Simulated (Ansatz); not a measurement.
# The perfect InSb wire along [110], 6 atoms a period, H-terminated

Wanted: the relaxed geometry and the bands of the InSb wire along [110], 6 atoms a period, H-terminated.

Main program and level: Ansatz 0.2.0; DFT PBE, plane waves, PAW; relaxation of a wire's period; PAW set soft_1, in the first sound run; inputs show where later runs differ.

## Step 1: The starting structure

The cell holds 14 atoms: 3 Sb, 8 H and 3 In. Cell: a = 13.811 Å, b = 14.395 Å, c = 4.688 Å, α = 90.0°, β = 90.0°, γ = 90.0°. Vacuum lies along a and b. The structure's axis is c.

## Step 2: The relaxed wire

Band widths follow the bond lengths, so the wire is relaxed first. The atoms and the third cell vector are free; the box across stays fixed as vacuum. A Fermi-Dirac smearing is set since the result may be a metal. The pressure printed is a third of the stress's trace over the whole box, vacuum included; only the stress along the axis is relaxed.

input.yaml reads:

```yaml
crystal:
  lattice:
    - [13.811, 0.0, 0.0]
    - [0.0, 14.395, 0.0]
    - [0.0, 0.0, 4.6881179593]
  atoms:
    - { symbol: Sb, position: [0.440604118, 0.662833058, 0.0] }
    - { symbol: H, position: [0.513760513, 0.762094539, 0.0] }
    - { symbol: In, position: [0.560617151, 0.499994644, 0.0] }
    - { symbol: H, position: [0.246180581, 0.236193123, 0.5] }
    - { symbol: H, position: [0.246180581, 0.438119335, 0.5] }
    - { symbol: H, position: [0.246180581, 0.763796164, 0.5] }
    - { symbol: H, position: [0.246180581, 0.561869952, 0.5] }
    - { symbol: In, position: [0.320591085, 0.337156229, 0.5] }
    - { symbol: In, position: [0.320591085, 0.662833058, 0.5] }
    - { symbol: Sb, position: [0.680630185, 0.499994644, 0.5] }
    - { symbol: H, position: [0.75378658, 0.400733163, 0.5] }
    - { symbol: H, position: [0.75378658, 0.599256124, 0.5] }
    - { symbol: Sb, position: [0.440604118, 0.337156229, 0.0] }
    - { symbol: H, position: [0.513760513, 0.237894748, 0.0] }
kpoints:
  mp_grid: { grid: [1, 1, 18] }
scf:
  occupations: { method: fermi_dirac, width: 0.05 }
hamiltonian:
  xc: pbe
  pseudopotentials: { kind: paw, azcp: { folder: soft_1 } }
relax:
  cell: { fix: [a, b, alpha, beta, gamma] }
  max_steps: 45
  f_tol: 0.03
```

Started as:

```
ansatz run input.yaml --threads 4 --pin off --max-ram 16384MiB --backend cpu --events-out ev --progress --plain --runs-dir out
```

Numbers of over 12 decimals in the logs are rounded to 6 here.

The log of the run:

```text
Engine: ansatz 0.2.0, aarch64-unknown-linux-gnu
Pseudopotentials: kind: paw
Pseudopotential: Sb, paw, valence charge 15, recommended cutoff 420 eV (normal), soft_1/Sb.paw.azcp
Pseudopotential: H, paw, valence charge 1, recommended cutoff 420 eV (normal), soft_1/H.paw.azcp
Pseudopotential: In, paw, valence charge 13, recommended cutoff 420 eV (normal), soft_1/In.paw.azcp
Functional definition: PBE
  parameter kappa = 0.804
  parameter beta = 0.066725
  exchange = pbe_x(kappa = kappa, mu = beta*pi^2/3)
  correlation = pbe_c(beta = beta)
Crystal: 14 atoms, lattice volume = 932.042 Å³
Basis set: ecut = 420 eV, 18193 PW (Γ), exchange–correlation on 192×200×64 points (8 copies of the dense FFT grid, shifted against one another)
Bands: 60, of which v1, the nominal top of the filled ones, is band 46 counted from 1 (45 counted from 0)
Symmetry: 4 space group operations
Space group: Pmm2 (ITA 25), of the structure as read, at distance tolerance 9.8e-5 Å
k-points: 10 of 18
Non-local potential: Sb, projectors of the file, l = 0: 2, l = 1: 2, l = 2: 2, l = 3: 1
Non-local potential: H, projectors of the file, l = 0: 2, l = 1: 1
Non-local potential: In, projectors of the file, l = 0: 2, l = 1: 2, l = 2: 2, l = 3: 1
PAW form: soft (Blöchl's): semilocal exchange-correlation on the pseudo side does not see the compensation charge
PAW one-centre angular grid: Sb, 590 points (default); XC on 64 Gauss nodes
PAW one-centre angular grid: H, 110 points (default); XC on 64 Gauss nodes
PAW one-centre angular grid: In, 590 points (default); XC on 64 Gauss nodes
Initial density: superposition of atomic densities (neutral atoms: chi_scale 0, normalization atom)
Initial wavefunctions: pseudopotential atomic-orbital guess
Functional: x = pbe(κ = 0.804, μ = 0.219515), c = pbe(β = 0.066725)
SCF iter   1: F=—  HF=-36373.165440 eV  |F-HF|=—  |Δ(HF+E_count)|=         —  Δρ=2.73e-2  dr2=8.88e0  ethr=3.10e-3  ⟨swp⟩=8.4  Hψ=2828  notcnv=0  defer=7
preconditioner: auto → Resta (q_TF=auto, 1.855 Å⁻¹)  ε∞=1.6  [insulator: Δε(μ)=1.722 eV  Ē_g=12.671 eV  σ=0.050 eV  W_gap=1.00  n_scr=102 (ndim 8)  ℏωp=9.6 eV  f_vac=0.602  D(μ)=0.00/eV (n_scr^D=0)  ε∞_Penn≈1.6  vacuum switching on, ρ_ref=1.2e-2 e/Å³]
SCF iter   2: F=—  HF=-36370.798609 eV  |F-HF|=—  |Δ(HF+E_count)|=    2.37e0  Δρ=9.56e-3  dr2=1.29e0  ethr=3.10e-3  ⟨swp⟩=3.6  Hψ=1105  notcnv=0  defer=78
SCF iter   3: F=—  HF=-36370.551450 eV  |F-HF|=—  |Δ(HF+E_count)|=   2.47e-1  Δρ=4.43e-3  dr2=2.92e-1  ethr=1.40e-3  ⟨swp⟩=3.7  Hψ=893  notcnv=0  defer=71
SCF iter   4: F=—  HF=-36370.500898 eV  |F-HF|=—  |Δ(HF+E_count)|=   5.06e-2  Δρ=1.09e-3  dr2=2.31e-2  ethr=3.17e-4  ⟨swp⟩=3.5  Hψ=860  notcnv=0  defer=71
SCF iter   5: F=—  HF=-36370.499241 eV  |F-HF|=—  |Δ(HF+E_count)|=   1.66e-3  Δρ=4.35e-4  dr2=1.44e-3  ethr=2.51e-5  ⟨swp⟩=2.6  Hψ=912  notcnv=0  defer=78
SCF iter   6: F=—  HF=-36370.499698 eV  |F-HF|=—  |Δ(HF+E_count)|=   4.57e-4  Δρ=1.45e-4  dr2=2.36e-4  ethr=1.57e-6  ⟨swp⟩=2.0  Hψ=769  notcnv=0  defer=78
SCF iter   7: F=—  HF=-36370.499776 eV  |F-HF|=—  |Δ(HF+E_count)|=   7.84e-5  Δρ=3.04e-5  dr2=1.02e-5  ethr=2.57e-7  ⟨swp⟩=2.0  Hψ=679  notcnv=0  defer=78
SCF iter   8: F=—  HF=-36370.499785 eV  |F-HF|=—  |Δ(HF+E_count)|=   8.94e-6  Δρ=8.32e-6  dr2=7.21e-7  ethr=1.11e-8  ⟨swp⟩=2.0  Hψ=761  notcnv=0  defer=78
SCF iter   9: F=—  HF=-36370.499786 eV  |F-HF|=—  |Δ(HF+E_count)|=   9.48e-7  Δρ=3.07e-6  dr2=2.55e-7  ethr=1.09e-10  ⟨swp⟩=5.5  Hψ=2226  notcnv=0
SCF iter  10: F=-36370.499786 eV  HF=-36370.499786 eV  |F-HF|=9.23e-9  |Δ(HF+E_count)|=   9.30e-9  Δρ=1.12e-6  dr2=3.05e-8  ethr=1.09e-10  ⟨swp⟩=5.0  Hψ=1953  notcnv=0
SCF 1 converged in 10 iterations: F = -36370.499786 eV  dr2 = 3.05e-8
  greatest PAW one-centre occupation: 0.995 electrons in one spin orbital (limit 2), on the Sb atom at site 9 (counted from 0), in its partial waves of l = 2
relax step   1: F+E_penalty+E_count = -36370.49978599 eV  Δ(F+E_penalty+E_count) = +0.000e0 eV  max|allowed force component| = 9.166e-1 eV/Å  Δτ_max = 0.0000 Å  P = -0.234 GPa  Ω = 932.042 Å³  fix = [a, b, alpha, beta, gamma]  reactions: a -0.390, b -0.606 GPa  (10 SCF iters, dr2 threshold 1.00e-7 eV, accepted)
Crystal: 14 atoms, lattice volume = 937.637 Å³
Basis set: ecut = 420 eV, 18293 PW (Γ), exchange–correlation on 192×200×64 points (8 copies of the dense FFT grid, shifted against one another)
Initial density: handed on by an earlier stage of this run
Initial wavefunctions: those handed on with the density
iter 1 solved again at ethr=4.41e-4 eV; its pass at ethr=3.10e-3 eV (dr2=4.05e-1 eV) is discarded
SCF iter   1: F=—  HF=-36371.011130 eV  |F-HF|=—  |Δ(HF+E_count)|=         —  Δρ=6.66e-3  dr2=4.10e-1  ethr=4.41e-4  ⟨swp⟩=3.0  Hψ=2940  notcnv=0
preconditioner: auto → Resta (q_TF=auto, 1.853 Å⁻¹)  ε∞=1.6  [insulator: Δε(μ)=1.500 eV  Ē_g=12.666 eV  σ=0.050 eV  W_gap=1.00  n_scr=102 (ndim 8)  ℏωp=9.5 eV  f_vac=0.649  D(μ)=0.00/eV (n_scr^D=0)  ε∞_Penn≈1.6  vacuum switching on, ρ_ref=1.2e-2 e/Å³]
SCF iter   2: F=—  HF=-36370.917072 eV  |F-HF|=—  |Δ(HF+E_count)|=   9.41e-2  Δρ=3.35e-3  dr2=6.81e-2  ethr=4.41e-4  ⟨swp⟩=4.2  Hψ=1111  notcnv=0  defer=9
SCF iter   3: F=—  HF=-36370.911741 eV  |F-HF|=—  |Δ(HF+E_count)|=   5.33e-3  Δρ=1.05e-3  dr2=2.06e-2  ethr=7.40e-5  ⟨swp⟩=3.6  Hψ=1026  notcnv=0  defer=86
SCF iter   4: F=—  HF=-36370.908269 eV  |F-HF|=—  |Δ(HF+E_count)|=   3.47e-3  Δρ=3.04e-4  dr2=1.27e-3  ethr=2.23e-5  ⟨swp⟩=2.2  Hψ=682  notcnv=0  defer=86
SCF iter   5: F=—  HF=-36370.908221 eV  |F-HF|=—  |Δ(HF+E_count)|=   4.77e-5  Δρ=8.09e-5  dr2=5.52e-5  ethr=1.38e-6  ⟨swp⟩=2.2  Hψ=872  notcnv=0  defer=85
SCF iter   6: F=—  HF=-36370.908245 eV  |F-HF|=—  |Δ(HF+E_count)|=   2.40e-5  Δρ=2.28e-5  dr2=7.54e-6  ethr=6.00e-8  ⟨swp⟩=2.0  Hψ=704  notcnv=0  defer=85
SCF iter   7: F=-36370.908246 eV  HF=-36370.908247 eV  |F-HF|=2.31e-7  |Δ(HF+E_count)|=   1.87e-6  Δρ=7.15e-6  dr2=7.82e-7  ethr=1.52e-9  ⟨swp⟩=5.1  Hψ=2061  notcnv=0
SCF 2 converged in 7 iterations: F = -36370.908246 eV  dr2 = 7.82e-7
relax step   2: F+E_penalty+E_count = -36370.90824649 eV  Δ(F+E_penalty+E_count) = -4.085e-1 eV  max|allowed force component| = 3.823e-1 eV/Å  Δτ_max = 0.1912 Å  P = +0.071 GPa  Ω = 937.637 Å³  energy of the carried Pulay correction = -5.654e-4 eV  fix = [a, b, alpha, beta, gamma]  reactions: a -0.158, b +0.295 GPa  (7 SCF iters, dr2 threshold 1.40e-6 eV, accepted)
Crystal: 14 atoms, lattice volume = 942.380 Å³
Basis set: ecut = 420 eV, 18345 PW (Γ), exchange–correlation on 192×200×64 points (8 copies of the dense FFT grid, shifted against one another)
[...]
relax step  11: F+E_penalty+E_count = -36371.12454701 eV  Δ(F+E_penalty+E_count) = -2.137e-3 eV  max|allowed force component| = 1.419e-2 eV/Å  Δτ_max = 0.0912 Å  P = -0.002 GPa  Ω = 960.274 Å³  energy of the carried Pulay correction = -2.818e-3 eV  fix = [a, b, alpha, beta, gamma]  reactions: a -0.006, b +0.007 GPa  (10 SCF iters, accepted)
relax step  12: F+E_penalty+E_count = -36371.12435752 eV  Δ(F+E_penalty+E_count) = +1.895e-4 eV  max|allowed force component| = 5.226e-2 eV/Å  Δτ_max = 0.0935 Å  P = -0.030 GPa  Ω = 960.027 Å³  energy of the carried Pulay correction = -2.794e-3 eV  fix = [a, b, alpha, beta, gamma]  (10 SCF iters, rejected (line search))
relax step  13: F+E_penalty+E_count = -36371.12492923 eV  Δ(F+E_penalty+E_count) = -3.822e-4 eV  max|allowed force component| = 1.212e-2 eV/Å  Δτ_max = 0.0462 Å  P = -0.006 GPa  Ω = 959.818 Å³  energy of the carried Pulay correction = -2.774e-3 eV  fix = [a, b, alpha, beta, gamma]  reactions: a -0.016, b +0.001 GPa  (9 SCF iters, accepted)
relax step  14: F+E_penalty+E_count = -36371.12317056 eV  Δ(F+E_penalty+E_count) = +1.759e-3 eV  max|allowed force component| = 4.621e-2 eV/Å  Δτ_max = 0.0488 Å  P = -0.001 GPa  Ω = 959.520 Å³  energy of the carried Pulay correction = -2.744e-3 eV  fix = [a, b, alpha, beta, gamma]  (10 SCF iters, rejected (line search))
relax step  15: F+E_penalty+E_count = -36371.12520852 eV  Δ(F+E_penalty+E_count) = -2.793e-4 eV  max|allowed force component| = 6.368e-3 eV/Å  Δτ_max = 0.0239 Å  P = -0.005 GPa  Ω = 959.640 Å³  energy of the carried Pulay correction = -2.756e-3 eV  fix = [a, b, alpha, beta, gamma]  reactions: a -0.015, b +0.001 GPa  (9 SCF iters, accepted)
Basis set: ecut = 420 eV, 18695 PW (Γ), exchange–correlation on 192×200×72 points (8 copies of the dense FFT grid, shifted against one another)
Initial wavefunctions: pseudopotential atomic-orbital guess (no wavefunctions were taken with the density)
iter 1 solved again at ethr=4.68e-7 eV; its pass at ethr=3.10e-3 eV (dr2=4.30e-4 eV) is discarded
SCF iter   1: F=—  HF=-36371.119977 eV  |F-HF|=—  |Δ(HF+E_count)|=         —  Δρ=1.03e-4  dr2=3.67e-6  ethr=4.68e-7  ⟨swp⟩=3.8  Hψ=4647  notcnv=0
preconditioner: auto → Resta (q_TF=auto, 1.846 Å⁻¹)  ε∞=1.5  [insulator: Δε(μ)=1.752 eV  Ē_g=12.745 eV  σ=0.050 eV  W_gap=1.00  n_scr=102 (ndim 8)  ℏωp=9.4 eV  f_vac=0.651  D(μ)=0.00/eV (n_scr^D=0)  ε∞_Penn≈1.5  vacuum switching on, ρ_ref=1.2e-2 e/Å³]
SCF iter   2: F=—  HF=-36371.125716 eV  |F-HF|=—  |Δ(HF+E_count)|=   5.74e-3  Δρ=5.19e-5  dr2=9.55e-7  ethr=3.99e-9  ⟨swp⟩=3.0  Hψ=1268  notcnv=0
SCF iter   3: F=—  HF=-36371.128291 eV  |F-HF|=—  |Δ(HF+E_count)|=   2.57e-3  Δρ=8.68e-6  dr2=2.65e-7  ethr=1.04e-9  ⟨swp⟩=3.0  Hψ=961  notcnv=0
SCF iter   4: F=—  HF=-36371.128397 eV  |F-HF|=—  |Δ(HF+E_count)|=   1.06e-4  Δρ=1.80e-6  dr2=2.30e-8  ethr=2.88e-10  ⟨swp⟩=3.1  Hψ=1049  notcnv=0
SCF iter   5: F=—  HF=-36371.128402 eV  |F-HF|=—  |Δ(HF+E_count)|=   4.80e-6  Δρ=5.75e-7  dr2=2.87e-9  ethr=2.50e-11  ⟨swp⟩=2.9  Hψ=1160  notcnv=0
SCF iter   6: F=—  HF=-36371.128402 eV  |F-HF|=—  |Δ(HF+E_count)|=   7.49e-7  Δρ=1.95e-7  dr2=9.10e-10  ethr=3.11e-12  ⟨swp⟩=2.8  Hψ=1042  notcnv=0
SCF iter   7: F=-36371.128403 eV  HF=-36371.128403 eV  |F-HF|=5.82e-11  |Δ(HF+E_count)|=   8.11e-8  Δρ=4.19e-8  dr2=4.77e-11  ethr=1.00e-12  ⟨swp⟩=4.0  Hψ=2523  notcnv=0
SCF 16 converged in 7 iterations: F = -36371.128403 eV  dr2 = 4.77e-11
relax step  16: F+E_penalty+E_count = -36371.12840253 eV  Δ(F+E_penalty+E_count) = -3.194e-3 eV  max|allowed force component| = 6.491e-3 eV/Å  Δτ_max = 0.0000 Å  P = -0.003 GPa  Ω = 959.640 Å³  fix = [a, b, alpha, beta, gamma]  reactions: a -0.014, b +0.002 GPa  stress off target by 3.89e-3 GPa on what of the cell is left free  SCF on the basis re-selected at this cell (its energy is not comparable with the rows above)  (7 SCF iters)
basis re-selected at this cell: Δ(F+E_penalty+E_count) = -3.194e-3 eV, ΔP = +0.002 GPa vs the last step (what re-selecting the basis moved, of the pressure what is left beyond the Pulay correction that the steps carried, after the strain that the cell walked since its last selection, with what the two solves' SCF thresholds leave and, on support functions, any second-order correction that the steps lacked; it is no measure of the basis error at this ecutwfc). The dense FFT grid was sized anew with the basis: this SCF ran on 96×100×36 points, the steps before it on 96×100×32, so part of this shift can come from that change (see relax.cell in the input reference). [rest of the remark cut]
SCF converged after 7 iterations
Free energy (F): -36371.128403 eV
Harris-Foulkes:  -36371.128403 eV  (|F-HF|=5.82e-11)
Internal energy: -36371.128403 eV  (E = F + TS)
E sigma→0 (E₀):  -36371.128403 eV
Fermi energy:    -1.810061 eV
--- Per-component energies (eV) ---
  E_band       = -1609.197375
  E_kinetic    = 1243.927778
  E_local      = -26945.114395  (includes V_loc(G=0)·N_el)
  E_nonlocal   = 2158.527140
  E_hartree    = 12238.942952
  E_xc         = -787.536284
  E_vxc        = -620.473415  (∫ρ·V_xc dr)
  E_paw        = -26272.294226  (= ΣΔE_a)
  E_vpaw       = -1923.944499  (= ΣTr[D̂ρ^β])
  E_aug_tail   = -0.006091  (compensation charges beyond the density's cutoff)
  E_ewald      = 1992.424724
  E_smearing   = -0.000000  (= −TS)
  E_closure    = 0.000000  (closes the sum)
  Σ components = -36371.128403   (vs F -36371.128403, Δ=0.00e0)
--- Forces (eV/Å), atoms counted from 1 ---
  atom   1  Sb     0.00076731     0.00244952     0.00000000
  atom   2  H     -0.00244724    -0.00143062     0.00000000
  atom   3  In     0.00018218     0.00000000     0.00000000
  atom   4  H      0.00101654     0.00564918     0.00000000
  atom   5  H      0.00539795    -0.00649146     0.00000000
  atom   6  H      0.00101654    -0.00564918     0.00000000
  atom   7  H      0.00539795     0.00649146     0.00000000
  atom   8  In    -0.00466793    -0.00016824     0.00000000
  atom   9  In    -0.00466793     0.00016824     0.00000000
  atom  10  Sb     0.00318444     0.00000000     0.00000000
  atom  11  H     -0.00175029    -0.00152076     0.00000000
  atom  12  H     -0.00175029     0.00152076     0.00000000
  atom  13  Sb     0.00076731    -0.00244952     0.00000000
  atom  14  H     -0.00244724     0.00143062     0.00000000
  max |Σ_I F_I| component: 7.07e-7 eV/Å
--- Stress (GPa, compression-positive) ---
       -0.013613       0.000000       0.000000
        0.000000       0.001584       0.000000
        0.000000       0.000000       0.003893
  P = ⅓ Tr σ = -0.0027 GPa (-0.027 kbar)
--- Relaxed structure (15 steps of the walk, 12 accepted, 1 SCFs on fresh bases) ---
  F+E_penalty+E_count = -36371.12840253 eV   max|allowed force component| = 6.491e-3 eV/Å   (the final SCF, on the basis selected at the relaxed cell)
  cell:  # Å, volume = 959.6399 Å³
    - [13.811, 0.0, 0.0]
    - [0.0, 14.395, 0.0]
    - [0.0, 0.0, 4.826936]
  atoms:
    - { symbol: Sb, position: [0.430294, 0.670199, 0.0] }
    - { symbol: H, position: [0.529470, 0.741911, 0.0] }
    - { symbol: In, position: [0.530783, 0.5, 0.0] }
    - { symbol: H, position: [0.312585, 0.166734, 0.500000] }
    - { symbol: H, position: [0.228055, 0.368180, 0.500000] }
    - { symbol: H, position: [0.312585, 0.833266, 0.500000] }
    - { symbol: H, position: [0.228055, 0.631820, 0.500000] }
    - { symbol: In, position: [0.320758, 0.286921, 0.500000] }
    - { symbol: In, position: [0.320758, 0.713079, 0.500000] }
    - { symbol: Sb, position: [0.648300, 0.5, 0.500000] }
    - { symbol: H, position: [0.731024, 0.411509, 0.500000] }
    - { symbol: H, position: [0.731024, 0.588491, 0.500000] }
    - { symbol: Sb, position: [0.430294, 0.329801, 0.0] }
    - { symbol: H, position: [0.529470, 0.258089, 0.0] }
```

The job ended after 3.7 min (4 threads of Arm Neoverse V1, shared host; peak memory 1.6 GiB; 15 min of CPU time).

The steps of the relaxation:

```
step  energy less that of the first step (eV)  largest force component (eV/Å)  pressure (GPa)  volume (Å³)
   1                                   0.0000                          0.9166           -0.23       932.04
   2                                  -0.4085                          0.3823            0.07       937.64
   3                                  -0.4858                          0.1545            0.12       942.38
   4                                  -0.5492                          0.1150            0.05       948.99
   5                                  -0.5814                          0.0796            0.03       954.04
   6                                  -0.5809                          0.1360           -0.01       965.00
   7                                  -0.6133                          0.0248            0.00       959.35
   8                                  -0.6177                          0.0557           -0.03       960.22
   9                                  -0.6226                          0.0598            0.01       959.15
  10                                  -0.6220                          0.1446           -0.07       961.32
  11                                  -0.6248                          0.0142            0.00       960.27
  12                                  -0.6246                          0.0523           -0.03       960.03
  13                                  -0.6251                          0.0121           -0.01       959.82
  14                                  -0.6234                          0.0462            0.00       959.52
  15                                  -0.6254                          0.0064            0.00       959.64
 16*                                  -0.6286                          0.0065            0.00       959.64
```

Relaxation steps marked * repeat the geometry before them on a plane-wave basis chosen anew for their cell, so energy and pressure can jump there. Relaxation steps 10, 12, 14 were tried and not accepted.

Forces are held to the 4 operations that the run works with; a distortion that breaks them can't arise in this run.

```
cell as run  before  after  change
      c (Å)   4.688  4.827  +3.0 %
```

The atoms that moved most (Å, along periodic axes as changes of fractional coordinates times the final cell, across vacuum about the mean position):

```
atom      dx      dy     dz  length
  H6   0.917   1.000  0.000   1.357
  H4   0.917  -1.000  0.000   1.357
  H7  -0.250   1.007  0.000   1.038
  H5  -0.250  -1.007  0.000   1.038
 In9   0.002   0.723  0.000   0.723
 In8   0.002  -0.723  0.000   0.723
Sb10  -0.447   0.000  0.000   0.447
 In3  -0.412   0.000  0.000   0.412
```

This step gave:

```
cell length along the wire : 4.827 Å
```

The cell's length comes to 4.827 Å with spin left out.

[end of part 1 of 2]

[Logs are printed without paths, hosts, clocks, repeated set-up lines and the standing remarks that a program may print on its own settings, such as how far it seeks lower states.]

[Hosts, paths, dates, database ids (printed as entryN), source tags and the programs' standing remarks are cut or masked in the printed files.]
